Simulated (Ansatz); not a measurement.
# Stack of 1T-PtSe2 under 1T-SnS2 , upper layer turned by 180° in a perpendicular field

Wanted: the out-of-plane response of the stack of 1T-PtSe2 under 1T-SnS2 , upper layer turned by 180°. A positive field points along +c.

Calculated with Ansatz 0.2.0; plane-wave DFT, PBE-D3(BJ), Ansatz PAW.

## (1) The structure

The cell holds 6 atoms: 2 Se, 1 Pt, 2 S and 1 Sn. Cell: a = 3.725 Å, b = 3.725 Å, c = 45.233 Å, α = 90.0°, β = 90.0°, γ = 120.0°. Regions: layer 1: 1T-PtSe2, 3 atoms (2 Se and 1 Pt); layer 2: 1T-SnS2, 3 atoms (2 S and 1 Sn). Vacuum lies along c.

## (2) Relaxing the slab

The starting cell is a guess, so the in-plane lattice and the atoms are relaxed first, with the slab cut off from its images along the normal.

The input, input.yaml:

```yaml
crystal:
  lattice:
    - [3.725, 0.0, 0.0]
    - [-1.8625, 3.2259446291, 0.0]
    - [0.0, 0.0, 45.2328846396]
  atoms:
    - { symbol: Se, position: [0.6666666667, 0.3333333333, 0.4211537723] }
    - { symbol: Pt, position: [0.0, 0.0, 0.446220909] }
    - { symbol: Se, position: [0.3333333333, 0.6666666667, 0.4712880455] }
    - { symbol: S, position: [0.6666666667, 0.3333333333, 0.5387168647] }
    - { symbol: Sn, position: [0.3333333333, 0.6666666667, 0.5587815462] }
    - { symbol: S, position: [0.0, 0.0, 0.5788462277] }
  periodic: [true, true, false]
kpoints:
  mp_grid: { grid: [12, 12, 1] }
hamiltonian:
  xc: pbe
  dispersion: d3bj
scf:
  occupations: { method: fermi_dirac, width: 0.05 }
  convergence: { dr2_threshold: 1.0e-09 }
relax:
  f_tol: 0.004
  max_steps: 90
  cell: {}
output:
  write_potential: true
  write_density: true
  volumetric_format: npy
```

Launch:

```console
$ ansatz run input.yaml --threads 2 --pin off --max-ram 3072MiB --backend cpu --events-out ev --progress --plain --runs-dir out
```

What it wrote:

```text
Warning: relax.cell: scf.convergence.dr2_threshold = 1e-9 eV is looser than the 2.04404413495e-10 eV advised for a relaxation that steers and ends on the stress (1e-10 eV for each atom of the cell: 6, times the square of relax.cell.stress_2d_tol = 0.05 N/m over 17.1 Å (the atoms' height at the walk's start and 5 Å past either face), 2.918e-2 GPa, over a crystal's default 0.05). What an SCF threshold leaves in a stress goes as its square root, and in the free energy as the threshold itself, and one threshold admits the most on a small cell: [figures from the program's tests cut] Set scf.convergence.dr2_threshold to 2.04404413495e-10 eV or tighter. [rest of the remark cut]
Engine: ansatz 0.2.0, x86_64-unknown-linux-gnu
Pseudopotentials: kind: paw
Pseudopotential: Se, paw, valence charge 16, recommended cutoff 420 eV (normal), Se.paw.azcp
Pseudopotential: Pt, paw, valence charge 18, recommended cutoff 420 eV (normal), Pt.paw.azcp
Pseudopotential: S, paw, valence charge 6, recommended cutoff 420 eV (normal), S.paw.azcp
Pseudopotential: Sn, paw, valence charge 14, recommended cutoff 420 eV (normal), Sn.paw.azcp
Functional definition: PBE
  parameter kappa = 0.804
  parameter beta = 0.066725
  exchange = pbe_x(kappa = kappa, mu = beta*pi^2/3)
  correlation = pbe_c(beta = beta)
Crystal: 6 atoms, lattice volume = 543.547 Å³
Basis set: ecut = 420 eV, 10675 PW (Γ), exchange–correlation on 50×50×640 points (8 copies of the dense FFT grid, shifted against one another)
Bands: 46, of which v1, the nominal top of the filled ones, is band 38 counted from 1 (37 counted from 0)
Symmetry: 6 space group operations
Space group: P3m1 (ITA 156), of the structure as read, at distance tolerance 8.2e-5 Å
k-points: 19 of 144 (time reversal used)
Non-local potential: Se, projectors of the file, l = 0: 2, l = 1: 2, l = 2: 3, l = 3: 1
Non-local potential: Pt, projectors of the file, l = 0: 3, l = 1: 2, l = 2: 2, l = 3: 1
Non-local potential: S, projectors of the file, l = 0: 2, l = 1: 2, l = 2: 2
Non-local potential: Sn, projectors of the file, l = 0: 2, l = 1: 2, l = 2: 2, l = 3: 2
PAW form: soft (Blöchl's): semilocal exchange-correlation on the pseudo side does not see the compensation charge
PAW one-centre angular grid: Se, 590 points (default); XC on 64 Gauss nodes
PAW one-centre angular grid: Pt, 590 points (default); XC on 64 Gauss nodes
PAW one-centre angular grid: S, 110 points (default); XC on 64 Gauss nodes
PAW one-centre angular grid: Sn, 590 points (default); XC on 64 Gauss nodes
Initial density: superposition of atomic densities (neutral atoms: chi_scale 0, normalization atom), corrected by the library's trained network
Initial wavefunctions: pseudopotential atomic-orbital guess
Functional: x = pbe(κ = 0.804, μ = 0.219515), c = pbe(β = 0.066725)
SCF iter   1: F=—  HF=-31290.054263 eV  |F-HF|=—  |Δ(HF+E_count)|=         —  Δρ=1.91e-3  dr2=5.17e-2  ethr=1.77e-3  ⟨swp⟩=18.4  Hψ=6330  notcnv=0  defer=9
preconditioner: auto → Resta (q_TF=auto, 1.966 Å⁻¹)  ε∞=1.7  [insulator: Δε(μ)=1.179 eV  Ē_g=13.510 eV  σ=0.050 eV  W_gap=1.00  n_scr=46 (ndim 8)  ℏωp=11.0 eV  f_vac=0.762  D(μ)=0.00/eV (n_scr^D=0)  ε∞_Penn≈1.7  vacuum switching on, ρ_ref=1.3e-2 e/Å³]
SCF iter   2: F=—  HF=-31290.050228 eV  |F-HF|=—  |Δ(HF+E_count)|=   4.04e-3  Δρ=1.32e-3  dr2=7.03e-2  ethr=6.80e-5  ⟨swp⟩=4.3  Hψ=2181  notcnv=0  defer=38
SCF iter   3: F=—  HF=-31290.047733 eV  |F-HF|=—  |Δ(HF+E_count)|=   2.49e-3  Δρ=9.50e-4  dr2=4.80e-2  ethr=6.80e-5  ⟨swp⟩=3.5  Hψ=1415  notcnv=0  defer=38
SCF iter   4: F=—  HF=-31290.043796 eV  |F-HF|=—  |Δ(HF+E_count)|=   3.94e-3  Δρ=3.94e-4  dr2=6.59e-3  ethr=6.31e-5  ⟨swp⟩=2.1  Hψ=1235  notcnv=0  defer=37
SCF iter   5: F=—  HF=-31290.043317 eV  |F-HF|=—  |Δ(HF+E_count)|=   4.79e-4  Δρ=1.66e-4  dr2=3.97e-4  ethr=8.68e-6  ⟨swp⟩=2.9  Hψ=1311  notcnv=0  defer=37
SCF iter   6: F=—  HF=-31290.043383 eV  |F-HF|=—  |Δ(HF+E_count)|=   6.59e-5  Δρ=6.03e-5  dr2=1.48e-5  ethr=5.22e-7  ⟨swp⟩=3.2  Hψ=1551  notcnv=0  defer=37
SCF iter   7: F=—  HF=-31290.043351 eV  |F-HF|=—  |Δ(HF+E_count)|=   3.13e-5  Δρ=2.50e-5  dr2=5.58e-6  ethr=1.94e-8  ⟨swp⟩=3.5  Hψ=2003  notcnv=0  defer=37
SCF iter   8: F=—  HF=-31290.043451 eV  |F-HF|=—  |Δ(HF+E_count)|=   1.00e-4  Δρ=1.33e-5  dr2=1.61e-6  ethr=7.35e-9  ⟨swp⟩=2.7  Hψ=1360  notcnv=0  defer=37
SCF iter   9: F=—  HF=-31290.043451 eV  |F-HF|=—  |Δ(HF+E_count)|=   1.46e-7  Δρ=3.83e-6  dr2=6.21e-8  ethr=2.12e-9  ⟨swp⟩=2.8  Hψ=1332  notcnv=0  defer=37
SCF iter  10: F=—  HF=-31290.043451 eV  |F-HF|=—  |Δ(HF+E_count)|=   1.09e-7  Δρ=1.20e-6  dr2=6.21e-9  ethr=8.17e-11  ⟨swp⟩=3.3  Hψ=1926  notcnv=0  defer=37
SCF iter  11: F=-31290.043451 eV  HF=-31290.043451 eV  |F-HF|=4.41e-9  |Δ(HF+E_count)|=   2.38e-8  Δρ=3.37e-7  dr2=5.11e-10  ethr=1.32e-12  ⟨swp⟩=10.7  Hψ=7620  notcnv=0
SCF 1 converged in 11 iterations: F = -31290.043451 eV  dr2 = 5.11e-10
  greatest PAW one-centre occupation: 1.000 electrons in one spin orbital (limit 2), on the Pt atom at site 1 (counted from 0), in its partial waves of l = 0
relax step   1: F+E_penalty+E_count = -31290.04345137 eV  Δ(F+E_penalty+E_count) = +0.000e0 eV  max|allowed force component| = 5.782e0 eV/Å  Δτ_max = 0.0000 Å  P = +29.500 N/m  Ω = 543.547 Å³  fix = [c, alpha, beta]  reactions: c +0.000 N/m  (11 SCF iters, accepted)
Crystal: 6 atoms, lattice volume = 554.952 Å³
Basis set: ecut = 420 eV, 10891 PW (Γ), exchange–correlation on 50×50×640 points (8 copies of the dense FFT grid, shifted against one another)
Initial density: handed on by an earlier stage of this run
Initial wavefunctions: those handed on with the density
iter 1 solved again at ethr=2.85e-4 eV; its pass at ethr=3.10e-3 eV (dr2=2.16e-1 eV) is discarded
SCF iter   1: F=—  HF=-31292.418943 eV  |F-HF|=—  |Δ(HF+E_count)|=         —  Δρ=4.69e-3  dr2=2.13e-1  ethr=2.85e-4  ⟨swp⟩=4.4  Hψ=6061  notcnv=0
preconditioner: auto → Resta (q_TF=auto, 1.959 Å⁻¹)  ε∞=1.7  [insulator: Δε(μ)=1.067 eV  Ē_g=13.067 eV  σ=0.050 eV  W_gap=1.00  n_scr=58 (ndim 8)  ℏωp=10.9 eV  f_vac=0.758  D(μ)=0.00/eV (n_scr^D=0)  ε∞_Penn≈1.7  vacuum switching on, ρ_ref=1.2e-2 e/Å³]
SCF iter   2: F=—  HF=-31292.390664 eV  |F-HF|=—  |Δ(HF+E_count)|=   2.83e-2  Δρ=2.79e-3  dr2=1.78e-1  ethr=2.81e-4  ⟨swp⟩=5.3  Hψ=2190  notcnv=0  defer=12
SCF iter   3: F=—  HF=-31292.392024 eV  |F-HF|=—  |Δ(HF+E_count)|=   1.36e-3  Δρ=2.32e-3  dr2=2.20e-1  ethr=2.35e-4  ⟨swp⟩=4.3  Hψ=1618  notcnv=0  defer=38
SCF iter   4: F=—  HF=-31292.373934 eV  |F-HF|=—  |Δ(HF+E_count)|=   1.81e-2  Δρ=1.16e-3  dr2=8.99e-3  ethr=2.35e-4  ⟨swp⟩=3.4  Hψ=1187  notcnv=0  defer=38
[...]
SCF iter   9: F=—  HF=-31293.373498 eV  |F-HF|=—  |Δ(HF+E_count)|=   7.38e-8  Δρ=2.15e-6  dr2=1.63e-8  ethr=2.86e-10  ⟨swp⟩=3.3  Hψ=1536  notcnv=0  defer=40
SCF iter  10: F=—  HF=-31293.373498 eV  |F-HF|=—  |Δ(HF+E_count)|=   3.46e-8  Δρ=6.61e-7  dr2=1.58e-9  ethr=2.14e-11  ⟨swp⟩=3.1  Hψ=1759  notcnv=0  defer=40
SCF iter  11: F=-31293.373498 eV  HF=-31293.373498 eV  |F-HF|=9.24e-10  |Δ(HF+E_count)|=   6.57e-9  Δρ=1.51e-7  dr2=8.95e-11  ethr=1.32e-12  ⟨swp⟩=11.6  Hψ=6478  notcnv=0
SCF 3 converged in 11 iterations: F = -31293.373498 eV  dr2 = 8.95e-11
relax step   3: F+E_penalty+E_count = -31293.37349805 eV  Δ(F+E_penalty+E_count) = -9.994e-1 eV  max|allowed force component| = 1.558e0 eV/Å  Δτ_max = 0.1948 Å  P = +2.131 N/m  Ω = 554.800 Å³  energy of the carried Pulay correction = -1.090e-3 eV  fix = [c, alpha, beta]  reactions: c +0.000 N/m  (11 SCF iters, accepted)
[...]
relax step   4: F+E_penalty+E_count = -31293.64275223 eV  Δ(F+E_penalty+E_count) = -2.693e-1 eV  max|allowed force component| = 1.665e-1 eV/Å  Δτ_max = 0.1998 Å  P = -0.389 N/m  Ω = 545.240 Å³  energy of the carried Pulay correction = -1.654e-4 eV  fix = [c, alpha, beta]  reactions: c -0.000 N/m  (10 SCF iters, accepted)
[...]
relax step   5: F+E_penalty+E_count = -31293.67609726 eV  Δ(F+E_penalty+E_count) = -3.335e-2 eV  max|allowed force component| = 1.090e-1 eV/Å  Δτ_max = 0.1912 Å  P = -0.989 N/m  Ω = 542.156 Å³  energy of the carried Pulay correction = +1.363e-4 eV  fix = [c, alpha, beta]  reactions: c -0.000 N/m  (11 SCF iters, accepted)
[...]
relax step   6: F+E_penalty+E_count = -31293.68089869 eV  Δ(F+E_penalty+E_count) = -4.801e-3 eV  max|allowed force component| = 8.317e-2 eV/Å  Δτ_max = 0.0353 Å  P = -0.298 N/m  Ω = 536.308 Å³  energy of the carried Pulay correction = +7.132e-4 eV  fix = [c, alpha, beta]  reactions: c -0.000 N/m  (10 SCF iters, accepted)
[...]
relax step   7: F+E_penalty+E_count = -31293.68174917 eV  Δ(F+E_penalty+E_count) = -8.505e-4 eV  max|allowed force component| = 3.009e-2 eV/Å  Δτ_max = 0.0144 Å  P = -0.071 N/m  Ω = 535.962 Å³  energy of the carried Pulay correction = +7.475e-4 eV  fix = [c, alpha, beta]  reactions: c -0.000 N/m  (10 SCF iters, accepted)
[...]
relax step   8: F+E_penalty+E_count = -31293.68183512 eV  Δ(F+E_penalty+E_count) = -8.595e-5 eV  max|allowed force component| = 2.349e-3 eV/Å  Δτ_max = 0.0041 Å  P = +0.012 N/m  Ω = 535.767 Å³  energy of the carried Pulay correction = +7.669e-4 eV  fix = [c, alpha, beta]  reactions: c +0.000 N/m  (8 SCF iters, accepted)
Initial wavefunctions: pseudopotential atomic-orbital guess (no wavefunctions were taken with the density)
iter 1 solved again at ethr=2.15e-7 eV; its pass at ethr=3.10e-3 eV (dr2=1.63e-4 eV) is discarded
SCF iter   1: F=—  HF=-31293.681243 eV  |F-HF|=—  |Δ(HF+E_count)|=         —  Δρ=1.02e-5  dr2=8.92e-8  ethr=2.15e-7  ⟨swp⟩=5.7  Hψ=9453  notcnv=0
eigensolver tolerance schedule: the retry pair's looser diagonalisation over-reported the residual by 1831.20 of it (diagonalisation noise at 0.15 of the residual, at the tolerance the schedule requests for it); recorded, not acted on — ethr = c·dr2/N_el stays at c = 1.0e-1
preconditioner: auto → LDOS  [insulator: Δε(μ)=0.265 eV  Ē_g=9.167 eV  σ=0.050 eV  W_gap=0.82  n_scr=46 (ndim 8)  ℏωp=9.9 eV  f_vac=0.737  D(μ)=0.27/eV (n_scr^D=4)  ε∞_Penn≈2.2  β→1.0]
SCF iter   2: F=—  HF=-31293.681399 eV  |F-HF|=—  |Δ(HF+E_count)|=   1.56e-4  Δρ=2.39e-6  dr2=2.29e-8  ethr=1.17e-10  ⟨swp⟩=5.0  Hψ=2987  notcnv=0
SCF iter   3: F=—  HF=-31293.681399 eV  |F-HF|=—  |Δ(HF+E_count)|=   1.23e-8  Δρ=9.75e-7  dr2=1.22e-8  ethr=3.01e-11  ⟨swp⟩=3.0  Hψ=1819  notcnv=0
SCF iter   4: F=—  HF=-31293.681399 eV  |F-HF|=—  |Δ(HF+E_count)|=   1.12e-9  Δρ=8.06e-7  dr2=6.62e-9  ethr=1.61e-11  ⟨swp⟩=3.5  Hψ=1864  notcnv=0
SCF iter   5: F=-31293.681399 eV  HF=-31293.681399 eV  |F-HF|=1.49e-10  |Δ(HF+E_count)|=  8.33e-10  Δρ=1.87e-7  dr2=4.11e-10  ethr=1.32e-12  ⟨swp⟩=15.5  Hψ=7744  notcnv=0
SCF 9 converged in 5 iterations: F = -31293.681399 eV  dr2 = 4.11e-10
relax step   9: F+E_penalty+E_count = -31293.68139884 eV  Δ(F+E_penalty+E_count) = +4.363e-4 eV  max|allowed force component| = 2.360e-3 eV/Å  Δτ_max = 0.0000 Å  P = -0.020 N/m  Ω = 535.767 Å³  fix = [c, alpha, beta]  reactions: c -0.000 N/m  stress off target by 2.00e-2 N/m on what of the cell is left free  SCF on the basis re-selected at this cell (its energy is not comparable with the rows above)  (5 SCF iters)
basis re-selected at this cell: Δ(F+E_penalty+E_count) = +4.363e-4 eV, ΔP = -0.032 N/m vs the last step (what re-selecting the basis moved, of the pressure what is left beyond the Pulay correction that the steps carried, after the strain that the cell walked since its last selection, with what the two solves' SCF thresholds leave and, on support functions, any second-order correction that the steps lacked; it is no m [...]
SCF converged after 5 iterations
Free energy (F): -31293.681399 eV
Harris-Foulkes:  -31293.681399 eV  (|F-HF|=1.49e-10)
Internal energy: -31293.678215 eV  (E = F + TS)
E sigma→0 (E₀):  -31293.679807 eV
Entropy (-TS):   -0.003183 eV (-0.531 meV/atom)
Fermi energy:    -5.390271 eV
--- Per-component energies (eV) ---
  E_band       = -2308.518193
  E_kinetic    = 1273.918210
  E_local      = -363660.156169  (includes V_loc(G=0)·N_el)
  E_nonlocal   = -964.004846
  E_hartree    = 181018.450381
  E_xc         = -1044.675671
  E_vxc        = -767.613743  (∫ρ·V_xc dr)
  E_paw        = -18620.708200  (= ΣΔE_a)
  E_vpaw       = -227.561628  (= ΣTr[D̂ρ^β])
  E_aug_tail   = -0.000970  (compensation charges beyond the density's cutoff)
  E_ewald      = 170705.431254
  E_disp       = -1.932205  (pairwise vdW)
  E_smearing   = -0.003183  (= −TS)
  E_closure    = 0.000000  (closes the sum)
  Σ components = -31293.681399   (vs F -31293.681399, Δ=0.00e0)
--- Forces (eV/Å), atoms counted from 1 ---
  atom   1  Se     0.00000000     0.00000000    -0.00063511
  atom   2  Pt     0.00000000     0.00000000    -0.00235964
  atom   3  Se    -0.00000000    -0.00000000     0.00225411
  atom   4  S      0.00000000     0.00000000    -0.00054994
  atom   5  Sn     0.00000000    -0.00000000     0.00061841
  atom   6  S      0.00000000    -0.00000000     0.00067347
  max |Σ_I F_I| component: 1.30e-6 eV/Å
--- 2D stress c σ (N/m, compression-positive) ---
       -0.020013      -0.000000      -0.000000
       -0.000000      -0.020013       0.000000
       -0.000000       0.000000      -0.000000
  P = ½ c Tr σ = -0.0200 N/m
--- Band table (eV; the first three rows and the last of 19) ---
  k-point 0: bands = [... 34 lower, -6.9103, -6.0906, -5.6717, -5.6717, -4.2650, -3.0824, -2.7022, -2.7022, ... 4 higher]
  k-point 1: bands = [... 34 lower, -6.9244, -5.9862, -5.6660, -5.6477, -4.0582, -3.1827, -2.8172, -2.6917, ... 4 higher]
  k-point 2: bands = [... 34 lower, -6.9002, -5.9348, -5.7328, -5.5908, -4.1499, -3.7852, -3.0263, -2.1534, ... 4 higher]
  k-point 18: bands = [... 34 lower, -7.5676, -7.3820, -6.6829, -6.6182, -4.3225, -3.7833, -3.6989, -0.8759, ... 4 higher]
  the weakly bound empty levels are not read free of the cell's end (no_gap_told)
--- Relaxed structure (8 steps of the walk, 8 accepted, 1 SCFs on fresh bases) ---
  F+E_penalty+E_count = -31293.68139884 eV   max|allowed force component| = 2.360e-3 eV/Å   (the final SCF, on the basis selected at the relaxed cell)
  cell:  # Å, volume = 535.7669 Å³
    - [3.698243, 0, 0]
    - [-1.849122, 3.202773, 0]
    - [0, 0, 45.2328846396]
  atoms:
    - { symbol: Se, position: [0.666667, 0.333333, 0.411420] }
    - { symbol: Pt, position: [0, 0, 0.440962] }
    - { symbol: Se, position: [0.333333, 0.666667, 0.469996] }
    - { symbol: S, position: [0.666667, 0.333333, 0.531662] }
    - { symbol: Sn, position: [0.333333, 0.666667, 0.564245] }
    - { symbol: S, position: [0, 0, 0.596721] }
```

Run time: 4.7 min. Hardware: 2 threads of Intel Xeon at 2.70GHz, shared host; peak memory 0.98 GiB; 9.2 min of CPU time.

Step by step:

| step | energy less that of the first step (eV) | largest force component (eV/Å) | volume (Å³) |
| --- | --- | --- | --- |
| 1 | 0.0000 | 5.7821 | 543.55 |
| 2 | -2.3307 | 3.4789 | 554.95 |
| 3 | -3.3300 | 1.5580 | 554.80 |
| 4 | -3.5993 | 0.1665 | 545.24 |
| 5 | -3.6326 | 0.1090 | 542.16 |
| 6 | -3.6374 | 0.0832 | 536.31 |
| 7 | -3.6383 | 0.0301 | 535.96 |
| 8 | -3.6384 | 0.0023 | 535.77 |
| 9* | -3.6379 | 0.0024 | 535.77 |

Relaxation steps marked * repeat the geometry before them on a plane-wave basis chosen anew for their cell, so energy and pressure can jump there.

Forces are held to the 6 operations that the program found; a distortion that breaks them can't arise in this run.

| cell as run | before | after | change |
| --- | --- | --- | --- |
| a (Å) | 3.725 | 3.698 | -0.7 % |
| b (Å) | 3.725 | 3.698 | -0.7 % |

The atoms that moved most (Å, along periodic axes as changes of fractional coordinates times the final cell, across vacuum about the mean position):

| atom | dx | dy | dz | length |
| --- | --- | --- | --- | --- |
| S6 | 0.000 | 0.000 | 0.809 | 0.809 |
| Se1 | 0.000 | 0.000 | -0.440 | 0.440 |
| S4 | 0.000 | 0.000 | -0.319 | 0.319 |
| Sn5 | 0.000 | 0.000 | 0.247 | 0.247 |
| Pt2 | 0.000 | 0.000 | -0.238 | 0.238 |
| Se3 | 0.000 | 0.000 | -0.058 | 0.058 |

The relaxed structure:

```xyz
6
Lattice="3.6982 0.0000 0.0000 -1.8491 3.2028 0.0000 0.0000 0.0000 45.2329" Properties=species:S:1:pos:R:3
Se    1.8491    1.0676   18.6097
Pt    0.0000    0.0000   19.9460
Se    0.0000    2.1352   21.2593
S     1.8491    1.0676   24.0486
Sn    0.0000    2.1352   25.5225
S     0.0000    0.0000   26.9914
```

Numbers from this step:

```
energy at zero smearing : -31293.6798 eV
```

The lattice constant a goes from 3.725 to 3.698 Å.

[end of part 1 of 2]

[Long decimals in the printed logs are rounded to 6 places.]

[Logs are printed without paths, hosts, clocks, repeated set-up lines and the standing remarks that a program may print on its own settings, such as how far it seeks lower states.]

[Hosts, paths, dates, database ids (printed as entryN), source tags and the programs' standing remarks are cut or masked in the printed files.]

[Maps of the electrostatic potential energy from Ansatz leave out the sawtooth potential of an applied field or a dipole correction, so their vacuum need not be flat; planar profiles and work functions include it.]
